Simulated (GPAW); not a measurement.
# Cu K edge of YCu (Pm-3m): cell size and cost

How large a supercell does the Cu K edge of YCu (Pm-3m) need, and what does it cost? The absorber has 8 Y at 2.99 Å and 6 Cu at 3.46 Å (cube and octahedron, as in bcc, site symmetry m-3m).

The runs were made apart and are set side by side; the one with the holes farthest apart serves as the reference. All curves get a further Gaussian of 1.5 eV full width, so that line shapes and meshes matter less.

**1. Cost and result by level**

| run | hole distance (Å) | k mesh | core time | raw zero (eV) | zero less the added terms (eV) | r.m.s. from the reference after the best shift (%) |
| --- | --- | --- | --- | --- | --- | --- |
| GPAW LDA, 8 atoms | 6.0 | 6×6×6 | 6.8 min | 8991.4 | 8961.6 | 1 |
| GPAW LDA, 16 atoms | 6.9 | 4×4×4 | 25 min | 8991.4 | 8961.6 | - |

Times are from shared hosts. The zero: total-energy differences, less 29.8 eV, the free-atom term for the hole's spin; LDA puts this hole about 18 eV below PBE, itself good to a few eV.

```tsv
E (eV)	GPAW LDA, 8 atoms	GPAW LDA, 16 atoms
-2.00	0.02	0.02
-1.25	0.11	0.12
-0.50	0.34	0.35
0.25	0.60	0.60
1.00	0.72	0.72
1.75	0.75	0.75
2.50	0.70	0.70
3.25	0.58	0.57
4.00	0.48	0.46
4.75	0.52	0.52
5.50	0.70	0.70
6.25	0.86	0.88
7.00	0.98	0.99
7.75	1.15	1.13
8.50	1.41	1.39
9.25	1.67	1.66
10.00	1.74	1.75
10.75	1.59	1.60
11.50	1.37	1.37
12.25	1.21	1.20
13.00	1.11	1.10
13.75	1.05	1.05
14.50	1.03	1.04
15.25	1.03	1.05
16.00	1.01	1.03
16.75	0.95	0.97
17.50	0.90	0.91
18.25	0.86	0.87
19.00	0.87	0.87
19.75	0.92	0.90
20.50	1.01	0.98
21.25	1.12	1.09
22.00	1.22	1.19
22.75	1.28	1.26
23.50	1.30	1.29
24.25	1.30	1.28
25.00	1.29	1.28
25.75	1.28	1.28
26.50	1.26	1.27
27.25	1.21	1.24
28.00	1.16	1.19
28.75	1.10	1.13
29.50	1.06	1.08
30.25	1.06	1.07
31.00	1.09	1.10
31.75	1.15	1.16
```

**2. Reading**

The smallest cell differs from the reference by 1 % r.m.s. after a shift of 0.0 eV at 0.27 of its cost, so it already gives the shape. Its highest intensity below 24 eV lies at 9.8 eV against 9.8 eV. Whether the reference itself is converged wasn't tested.

The script folds with a Gaussian, whereas the core hole's own line is a Lorentzian, so the onset is too steep and the first peak too high. Lifetime broadening is put in by hand, and intensities beyond about 20 eV depend on it. Some cells keep the holes under 6.5 Å apart, so shapes are probably not fully converged. The structures are entries of the Materials Project (computed), used as given.

[Logs are printed without paths, hosts, clocks, repeated set-up lines and the standing remarks that a program may print on its own settings, such as how far it seeks lower states.]

[Hosts, paths, dates, database ids (printed as entryN), source tags and the programs' standing remarks are cut or masked in the printed files.]
